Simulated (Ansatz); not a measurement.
# What Tl2PtC2 (built on the sites of a database entry of Na2PdC2) distorts into, part 2 of 2

Wanted: the energy along a soft mode of Tl2PtC2 (built on the sites of a database entry of Na2PdC2) and the structure at the end.

Ansatz 0.2.0; DFT PBEsol, scalar-relativistic, plane waves, PAW.

So far, highest frequency on the path or at a solved wavevector (cm⁻¹): step 2 (phonons on a q mesh) 1817. Also lowest frequency on the path (cm⁻¹): step 2 -19.4.

The structure was built from a prototype and need not be the compound's stable phase.

## Step 5: Energy along the mode, all amplitudes (two of the runs are shown above)

An imaginary frequency means negative curvature, so the energy should fall and then rise again as anharmonic terms take over.

This step gave:

| Quantity | Value |
| --- | --- |
| depth at the lowest point sampled | 3.121 meV/atom |
| largest atomic shift at that point | 0.6 Å |

Table of energy from the parent by largest atomic shift:

```tsv
largest atomic shift (Å)	energy from the parent (meV/atom)
0.000	0
0.040	-0.006
0.080	-0.033
0.140	-0.153
0.220	-0.533
0.320	-1.23
0.450	-2.31
0.600	-3.12
```

Displacement at unit largest shift by atom:

```tsv
atom	x (Å)	y (Å)	z (Å)	size
Tl1	0.000	-0.016	0.150	0.151
Tl2	0.000	0.016	-0.150	0.151
Tl3	0.000	0.016	-0.150	0.151
Tl4	0.000	-0.016	0.150	0.151
Pt5	0.000	-0.108	-0.994	1.000
Pt6	0.000	0.108	0.994	1.000
C7	0.000	0.121	0.983	0.990
C8	0.000	-0.121	-0.983	0.990
C9	0.000	-0.121	-0.983	0.990
C10	0.000	0.121	0.983	0.990
```

The lowest of the steps tried is the last one, at 0.6 Å, 3.12 meV/atom below the parent; the bottom of the well need not coincide with a step.

## Step 6: Relaxing from the distorted cell

Starting from the lowest point found, all atoms and the cell are let go, so that strain and other modes of the same symmetry can join in.

Input file input.yaml:

```yaml
crystal:
  lattice:
    - [-4.9068469888, 3.3938e-06, 0.0]
    - [0.0, 0.0, -5.2095241648]
    - [-5.8782e-06, -8.4989082895, 0.0]
  atoms:
    - { symbol: Tl, position: [0.5, 0.1861622471, 0.1677849493] }
    - { symbol: Tl, position: [0.0, 0.2206200519, 0.6655483841] }
    - { symbol: Tl, position: [1.0, 0.8138377529, 0.3322150507] }
    - { symbol: Tl, position: [0.5, 0.7793799481, 0.8344516159] }
    - { symbol: Pt, position: [0.0, 1.1145036407, 0.0076039593] }
    - { symbol: Pt, position: [0.5, 0.8854963593, 0.4923960407] }
    - { symbol: C, position: [0.5, 0.2649023867, 0.4914860153] }
    - { symbol: C, position: [1.0, 0.4914169545, 1.0085139847] }
    - { symbol: C, position: [0.0, 0.7350976133, 0.0085139847] }
    - { symbol: C, position: [0.5, 0.5085830455, 0.4914860153] }
kpoints:
  mp_grid: { grid: [6, 6, 4] }
hamiltonian:
  xc: pbesol
scf:
  occupations: { method: methfessel_paxton, width: 0.15 }
output:
  forces: true
  stress: true
  eigenvalues: true
relax:
  adjacent_minimum: "off"
  f_tol: 0.002
  max_steps: 120
  cell: { stress_tol: 0.03 }
```

Command:

```bash
ansatz run input.yaml --threads 8 --pin off --max-ram 14336MiB --backend cpu --events-out ev --progress --plain --runs-dir out
```

Numbers of over 12 decimals in the logs are rounded to 6 here.

Log:

```text
[...]
Crystal: 10 atoms, lattice volume = 217.252 Å³
Basis set: ecut = 420 eV, 4265 PW (Γ), exchange–correlation on 72×72×120 points (8 copies of the dense FFT grid, shifted against one another)
Bands: 63, of which v1, the nominal top of the filled ones, is band 52 counted from 1 (51 counted from 0)
Symmetry: 4 space group operations
[...]
k-points: 56 of 144
[...]
SCF iter   1: F=—  HF=-70932.067898 eV  |F-HF|=—  |Δ(HF+E_count)|=         —  Δρ=5.34e-3  dr2=7.48e-2  ethr=1.77e-3  ⟨swp⟩=5.9  Hψ=13044  notcnv=0
[...]
SCF iter   8: F=-70932.053485 eV  HF=-70932.053485 eV  |F-HF|=5.82e-11  |Δ(HF+E_count)|=   1.10e-8  S|Δr|=    0.00e0  Δρ=1.81e-6  dr2=9.03e-9  ethr=9.62e-11  ⟨swp⟩=4.3  Hψ=11963  notcnv=0
SCF 1 converged in 8 iterations: F = -70932.053485 eV  dr2 = 9.03e-9
[...]
relax step   1: F+E_penalty+E_count = -70932.05348540 eV  Δ(F+E_penalty+E_count) = +0.000e0 eV  max|allowed force component| = 9.209e-2 eV/Å  Δτ_max = 0.0000 Å  P = +0.047 GPa  Ω = 217.252 Å³  (8 SCF iters, dr2 threshold 1.00e-7 eV, accepted)
Crystal: 10 atoms, lattice volume = 217.902 Å³
Basis set: ecut = 420 eV, 4269 PW (Γ), exchange–correlation on 72×72×120 points (8 copies of the dense FFT grid, shifted against one another)
[...]
SCF iter   6: F=-70932.071440 eV  HF=-70932.071440 eV  |F-HF|=1.47e-7  |Δ(HF+E_count)|=   5.20e-7  S|Δr|=    0.00e0  Δρ=1.82e-5  dr2=4.29e-7  ethr=9.08e-10  ⟨swp⟩=6.6  Hψ=15430  notcnv=0
SCF 2 converged in 6 iterations: F = -70932.071440 eV  dr2 = 4.29e-7
relax step   2: F+E_penalty+E_count = -70932.07144048 eV  Δ(F+E_penalty+E_count) = -1.796e-2 eV  max|allowed force component| = 6.158e-2 eV/Å  Δτ_max = 0.0445 Å  P = -0.091 GPa  Ω = 217.902 Å³  energy of the carried Pulay correction = -5.230e-4 eV  (6 SCF iters, dr2 threshold 9.44e-7 eV, accepted)
Crystal: 10 atoms, lattice volume = 217.746 Å³
Basis set: ecut = 420 eV, 4267 PW (Γ), exchange–correlation on 72×72×120 points (8 copies of the dense FFT grid, shifted against one another)
[...]
SCF iter   7: F=-70932.084258 eV  HF=-70932.084258 eV  |F-HF|=1.90e-8  |Δ(HF+E_count)|=   1.77e-7  S|Δr|=    0.00e0  Δρ=4.66e-6  dr2=4.46e-8  ethr=4.93e-10  ⟨swp⟩=2.9  Hψ=13686  notcnv=0
SCF 3 converged in 7 iterations: F = -70932.084258 eV  dr2 = 4.46e-8
relax step   3: F+E_penalty+E_count = -70932.08425756 eV  Δ(F+E_penalty+E_count) = -1.282e-2 eV  max|allowed force component| = 4.218e-2 eV/Å  Δτ_max = 0.0273 Å  P = -0.051 GPa  Ω = 217.746 Å³  energy of the carried Pulay correction = -3.974e-4 eV  (7 SCF iters, dr2 threshold 5.13e-7 eV, accepted)
[... from here on, the SCF cycles and remarks between the steps are left out ...]
relax step   4: F+E_penalty+E_count = -70932.13405970 eV  Δ(F+E_penalty+E_count) = -4.980e-2 eV  max|allowed force component| = 1.202e-1 eV/Å  Δτ_max = 0.0895 Å  P = -0.047 GPa  Ω = 216.344 Å³  energy of the carried Pulay correction = +7.330e-4 eV  (8 SCF iters, dr2 threshold 4.59e-7 eV, accepted)
relax step   5: F+E_penalty+E_count = -70932.21734859 eV  Δ(F+E_penalty+E_count) = -8.329e-2 eV  max|allowed force component| = 2.220e-1 eV/Å  Δτ_max = 0.1202 Å  P = -0.235 GPa  Ω = 213.417 Å³  energy of the carried Pulay correction = +3.115e-3 eV  (8 SCF iters, dr2 threshold 9.02e-7 eV, accepted)
relax step   6: F+E_penalty+E_count = -70932.28227254 eV  Δ(F+E_penalty+E_count) = -6.492e-2 eV  max|allowed force component| = 2.727e-1 eV/Å  Δτ_max = 0.1317 Å  P = -0.072 GPa  Ω = 208.315 Å³  energy of the carried Pulay correction = +7.348e-3 eV  (8 SCF iters, dr2 threshold 1.00e-6 eV, accepted)
relax step   7: F+E_penalty+E_count = -70932.33044995 eV  Δ(F+E_penalty+E_count) = -4.818e-2 eV  max|allowed force component| = 2.753e-1 eV/Å  Δτ_max = 0.2000 Å  P = -0.024 GPa  Ω = 203.835 Å³  energy of the carried Pulay correction = +1.115e-2 eV  (8 SCF iters, dr2 threshold 1.00e-6 eV, accepted)
relax step   8: F+E_penalty+E_count = -70932.33758323 eV  Δ(F+E_penalty+E_count) = -7.133e-3 eV  max|allowed force component| = 1.089e-1 eV/Å  Δτ_max = 0.1380 Å  P = -0.010 GPa  Ω = 206.372 Å³  energy of the carried Pulay correction = +8.986e-3 eV  (7 SCF iters, dr2 threshold 1.00e-6 eV, accepted)
relax step   9: F+E_penalty+E_count = -70932.34748292 eV  Δ(F+E_penalty+E_count) = -9.900e-3 eV  max|allowed force component| = 2.236e-1 eV/Å  Δτ_max = 0.0652 Å  P = +0.315 GPa  Ω = 206.240 Å³  energy of the carried Pulay correction = +9.098e-3 eV  (7 SCF iters, dr2 threshold 7.41e-7 eV, accepted)
relax step  10: F+E_penalty+E_count = -70932.35073167 eV  Δ(F+E_penalty+E_count) = -3.249e-3 eV  max|allowed force component| = 1.745e-2 eV/Å  Δτ_max = 0.0287 Å  P = -0.128 GPa  Ω = 206.794 Å³  energy of the carried Pulay correction = +8.629e-3 eV  (6 SCF iters, dr2 threshold 1.00e-6 eV, accepted)
relax step  11: F+E_penalty+E_count = -70932.35214253 eV  Δ(F+E_penalty+E_count) = -1.411e-3 eV  max|allowed force component| = 1.712e-2 eV/Å  Δτ_max = 0.0114 Å  P = +0.191 GPa  Ω = 205.720 Å³  energy of the carried Pulay correction = +9.539e-3 eV  (6 SCF iters, dr2 threshold 1.74e-7 eV, accepted)
relax step  12: F+E_penalty+E_count = -70932.35159820 eV  Δ(F+E_penalty+E_count) = +5.443e-4 eV  max|allowed force component| = 2.430e-2 eV/Å  Δτ_max = 0.0114 Å  P = -0.065 GPa  Ω = 206.517 Å³  energy of the carried Pulay correction = +8.863e-3 eV  (6 SCF iters, dr2 threshold 2.82e-7 eV, accepted)
relax step  13: F+E_penalty+E_count = -70932.35202453 eV  Δ(F+E_penalty+E_count) = -4.263e-4 eV  max|allowed force component| = 4.629e-3 eV/Å  Δτ_max = 0.0086 Å  P = -0.003 GPa  Ω = 206.350 Å³  energy of the carried Pulay correction = +9.005e-3 eV  (6 SCF iters, dr2 threshold 4.61e-8 eV, accepted)
relax step  14: F+E_penalty+E_count = -70932.35207947 eV  Δ(F+E_penalty+E_count) = -5.494e-5 eV  max|allowed force component| = 2.140e-3 eV/Å  Δτ_max = 0.0025 Å  P = +0.011 GPa  Ω = 206.304 Å³  energy of the carried Pulay correction = +9.044e-3 eV  (7 SCF iters, dr2 threshold 1.34e-9 eV, accepted)
relax step  15: F+E_penalty+E_count = -70932.35207881 eV  Δ(F+E_penalty+E_count) = +6.521e-7 eV  max|allowed force component| = 1.697e-3 eV/Å  Δτ_max = 0.0011 Å  P = -0.002 GPa  Ω = 206.309 Å³  energy of the carried Pulay correction = +9.040e-3 eV  (7 SCF iters, dr2 threshold 2.86e-10 eV, accepted)
relax step  16: F+E_penalty+E_count = -70932.37954354 eV  Δ(F+E_penalty+E_count) = -2.746e-2 eV  max|allowed force component| = 8.704e-3 eV/Å  Δτ_max = 0.0000 Å  P = +0.138 GPa  Ω = 206.309 Å³  stress off target by 4.32e-1 GPa  SCF on the basis re-selected at this cell (its energy is not comparable with the rows above)  (8 SCF iters)
relax step  17: F+E_penalty+E_count = -70932.38162195 eV  Δ(F+E_penalty+E_count) = -2.078e-3 eV  max|allowed force component| = 8.776e-3 eV/Å  Δτ_max = 0.0132 Å  P = -0.006 GPa  Ω = 206.629 Å³  energy of the carried Pulay correction = -2.542e-4 eV  (5 SCF iters, dr2 threshold 4.66e-7 eV, accepted)
relax step  18: F+E_penalty+E_count = -70932.38166010 eV  Δ(F+E_penalty+E_count) = -3.815e-5 eV  max|allowed force component| = 5.218e-3 eV/Å  Δτ_max = 0.0039 Å  P = +0.005 GPa  Ω = 206.680 Å³  energy of the carried Pulay correction = -2.973e-4 eV  (7 SCF iters, dr2 threshold 8.77e-9 eV, accepted)
relax step  19: F+E_penalty+E_count = -70932.38165070 eV  Δ(F+E_penalty+E_count) = +9.400e-6 eV  max|allowed force component| = 2.481e-3 eV/Å  Δτ_max = 0.0023 Å  P = -0.001 GPa  Ω = 206.697 Å³  energy of the carried Pulay correction = -3.108e-4 eV  (7 SCF iters, dr2 threshold 1.70e-9 eV, accepted)
relax step  20: F+E_penalty+E_count = -70932.38165586 eV  Δ(F+E_penalty+E_count) = -5.165e-6 eV  max|allowed force component| = 6.972e-4 eV/Å  Δτ_max = 0.0006 Å  P = +0.002 GPa  Ω = 206.691 Å³  energy of the carried Pulay correction = -3.060e-4 eV  (6 SCF iters, dr2 threshold 3.85e-10 eV, accepted)
[...]
SCF iter   6: F=-70932.382024 eV  HF=-70932.382024 eV  |F-HF|=1.46e-11  |Δ(HF+E_count)|=  4.37e-11  S|Δr|=    0.00e0  Δρ=3.40e-8  dr2=2.06e-12  ethr=1.00e-12  ⟨swp⟩=5.9  Hψ=13477  notcnv=0
SCF 21 converged in 6 iterations: F = -70932.382024 eV  dr2 = 2.06e-12
relax step  21: F+E_penalty+E_count = -70932.38202418 eV  Δ(F+E_penalty+E_count) = -3.683e-4 eV  max|allowed force component| = 6.934e-4 eV/Å  Δτ_max = 0.0000 Å  P = +0.004 GPa  Ω = 206.691 Å³  stress off target by 8.80e-3 GPa  SCF on the basis re-selected at this cell (its energy is not comparable with the rows above)  (6 SCF iters)
[...]
SCF converged after 6 iterations
[...]
Free energy (F): -70932.382024 eV
[...]
Internal energy: -70932.383187 eV  (E = F + TS)
E sigma→0 (E₀):  -70932.382315 eV
Entropy (-TS):   0.001163 eV (0.116 meV/atom)
Fermi energy:    9.398189 eV
[...]
--- Forces (eV/Å), atoms counted from 1 ---
  atom   1  Tl     0.00000000     0.00069343    -0.00005787
  atom   2  Tl     0.00000000     0.00014104     0.00001226
  atom   3  Tl    -0.00000000    -0.00069343     0.00005787
  atom   4  Tl    -0.00000000    -0.00014104    -0.00001226
  atom   5  Pt     0.00000000     0.00036866    -0.00028464
  atom   6  Pt    -0.00000000    -0.00036866     0.00028464
  atom   7  C     -0.00000000    -0.00019624    -0.00012493
  atom   8  C      0.00000000     0.00026224     0.00008580
  atom   9  C      0.00000000     0.00019624     0.00012493
  atom  10  C     -0.00000000    -0.00026224    -0.00008580
  max |Σ_I F_I| component: 1.08e-19 eV/Å
--- Stress (GPa, compression-positive) ---
        0.008800      -0.000000       0.000000
       -0.000000      -0.002312       0.005028
        0.000000       0.005028       0.004307
  P = ⅓ Tr σ = 0.0036 GPa (0.036 kbar)
--- Band table (eV; the first three rows and the last of 56) ---
  k-point 0: bands = [... 48 lower, 7.0721, 7.6079, 9.4274, 9.5884, 10.4321, 10.6844, 10.9015, 12.1040, ... 7 higher]
  k-point 1: bands = [... 48 lower, 7.0684, 7.8391, 9.0947, 10.2343, 10.2922, 10.7046, 11.0900, 11.5671, ... 7 higher]
  k-point 2: bands = [... 48 lower, 7.0931, 8.0466, 9.0393, 10.3348, 10.5466, 10.7505, 10.8249, 11.2331, ... 7 higher]
  k-point 55: bands = [... 48 lower, 8.5454, 8.5454, 8.8964, 8.8964, 10.1501, 10.1501, 11.7971, 11.7971, ... 7 higher]
--- Relaxed structure (19 steps of the walk, 19 accepted, 2 SCFs on fresh bases) ---
  F+E_penalty+E_count = -70932.38202418 eV   max|allowed force component| = 6.934e-4 eV/Å   (the final SCF, on the basis selected at the relaxed cell)
  cell:  # Å, volume = 206.6908 Å³
    - [-5.498797, 3.8032084827620653e-6, 0]
    - [-2.8053102082463986e-7, -0.405600, -5.195313]
    - [-5.039809877069601e-6, -7.286713, -0.661704]
  atoms:
    - { symbol: Tl, position: [0.5, 0.171314, 0.117948] }
    - { symbol: Tl, position: [0, 0.275018, 0.638773] }
    - { symbol: Tl, position: [1.000000, 0.828686, 0.382052] }
    - { symbol: Tl, position: [0.5, 0.724982, 0.861227] }
    - { symbol: Pt, position: [0, 1.172893, 0.026121] }
    - { symbol: Pt, position: [0.500000, 0.827107, 0.473879] }
    - { symbol: C, position: [0.500000, 0.207841, 0.477077] }
    - { symbol: C, position: [1.000000, 0.547179, 1.030445] }
    - { symbol: C, position: [0, 0.792159, 0.022923] }
    - { symbol: C, position: [0.5, 0.452821, 0.469555] }
```

Run time: 2.1 min. Hardware: 8 threads of Arm Neoverse V2, shared host; peak memory 1.3 GiB; 16 min of CPU time.

Relaxation path:

```tsv
step	energy less that of the first step (eV)	largest force component (eV/Å)	pressure (GPa)	volume (Å³)
1	0.0000	0.0921	0.05	217.25
2	-0.0180	0.0616	-0.09	217.90
3	-0.0308	0.0422	-0.05	217.75
4	-0.0806	0.1202	-0.05	216.34
5	-0.1639	0.2220	-0.23	213.42
6	-0.2288	0.2727	-0.07	208.31
7	-0.2770	0.2753	-0.02	203.83
8	-0.2841	0.1089	-0.01	206.37
9	-0.2940	0.2236	0.31	206.24
10	-0.2972	0.0174	-0.13	206.79
11	-0.2987	0.0171	0.19	205.72
12	-0.2981	0.0243	-0.07	206.52
13	-0.2985	0.0046	0.00	206.35
14	-0.2986	0.0021	0.01	206.30
15	-0.2986	0.0017	0.00	206.31
16*	-0.3261	0.0087	0.14	206.31
17	-0.3281	0.0088	-0.01	206.63
18	-0.3282	0.0052	0.00	206.68
19	-0.3282	0.0025	0.00	206.70
20	-0.3282	0.0007	0.00	206.69
21*	-0.3285	0.0007	0.00	206.69
```

Relaxation steps marked * repeat the geometry before them on a plane-wave basis chosen anew for their cell, so energy and pressure can jump there.

Forces are held to the 4 operations that the run works with; a distortion that breaks them can't arise in this run.

```tsv
cell as run	before	after	change
a (Å)	4.907	5.499	+12.1 %
b (Å)	5.210	5.211	+0.0 %
c (Å)	8.499	7.317	-13.9 %
α (°)	90.00	80.35	-10.7 %
volume (Å³/atom)	21.73	20.67	-4.9 %
```

The atoms that moved most (Å, as changes of fractional coordinates times the final cell):

```tsv
atom	dx	dy	dz	length
Tl3	0.000	-0.369	-0.110	0.385
Tl1	0.000	0.369	0.110	0.385
C8	0.000	-0.182	-0.304	0.355
C10	0.000	0.182	0.304	0.355
Pt5	0.000	-0.159	-0.316	0.353
Pt6	0.000	0.159	0.316	0.353
C7	0.000	0.128	0.306	0.332
C9	0.000	-0.128	-0.306	0.332
```

Final coordinates:

```
Tl Pt C
1.0
    -5.49880    0.00000    0.00000
     0.00000   -0.40560   -5.19531
    -0.00001   -7.28671   -0.66170
Tl Pt C
4 2 4
Direct
  0.50000 0.17131 0.11795
  0.00000 0.27502 0.63877
  0.00000 0.82869 0.38205
  0.50000 0.72498 0.86123
  0.00000 0.17289 0.02612
  0.50000 0.82711 0.47388
  0.50000 0.20784 0.47708
  0.00000 0.54718 0.03044
  0.00000 0.79216 0.02292
  0.50000 0.45282 0.46956
```

Numbers from this step:

* pressure: 0.003598 GPa
* volume per atom: 20.67 Å³

The distorted start has space group P2_1/m; the relaxation ends in P2_1/m.

## Step 7: The phases reached

The phases reached along the modes that were followed are set side by side.

Energies are those of the first relaxation, on the mesh of the frozen mode; space group, volume and gap are those of the last relaxation. Phases, by row:

```tsv
mode frozen in	space group	energy from parent (meV/atom)	volume (Å³/atom)	gap on mesh (eV)	lowest zone-centre optical mode (cm⁻¹)	largest shift (Å)
parent	P-3m1	0	21.73	0	–	–
q = (0, -0.5, 0), 17i cm⁻¹	P2_1/m	-35.98	20.67	0	–	0.952
```

## Step 8: Results

```
unstable mode of the parent                                                      : q = (0, -0.5, 0), 17i cm⁻¹
depth at the lowest point sampled                                                : 3.12 meV/atom
largest atomic shift at that point                                               : 0.6 Å
space group reached (within 0.01 Å)                                              : P2_1/m
energy gained over the parent (first relaxation, on the mesh of the frozen mode) : 36.0 meV/atom
volume per atom, phase reached                                                   : 20.7 Å³
```

What this shows: Along this mode the structure falls into P2_1/m, 36.0 meV/atom below the parent. At the parent's cell the well is 3.121 meV/atom deep on the steps tried, with its lowest point at a shift of 0.6 Å. That is the last step tried, so the steps alone don't bracket the bottom of the well. Relaxing atoms and cell changes the gain by +32.86 meV/atom against the lowest step (energies at zero smearing). Most of the total comes from this relaxation. The modes of the phase reached were not computed on this path. Each path keeps the symmetry of its pattern, so a lower phase may lie along a pattern not tried. With no gap, or one that is small against the smearing, the frequencies hang on the k mesh and the smearing, most of all near Kohn anomalies. Spin-orbit coupling is left out, which can matter for the heavy elements here. The starting cell was built on a prototype and not taken from a measurement, so the phase need not exist.

[Logs are printed without paths, hosts, clocks, repeated set-up lines and the standing remarks that a program may print on its own settings, such as how far it seeks lower states.]

[Hosts, paths, dates, database ids (printed as entryN), source tags and the programs' standing remarks are cut or masked in the printed files.]
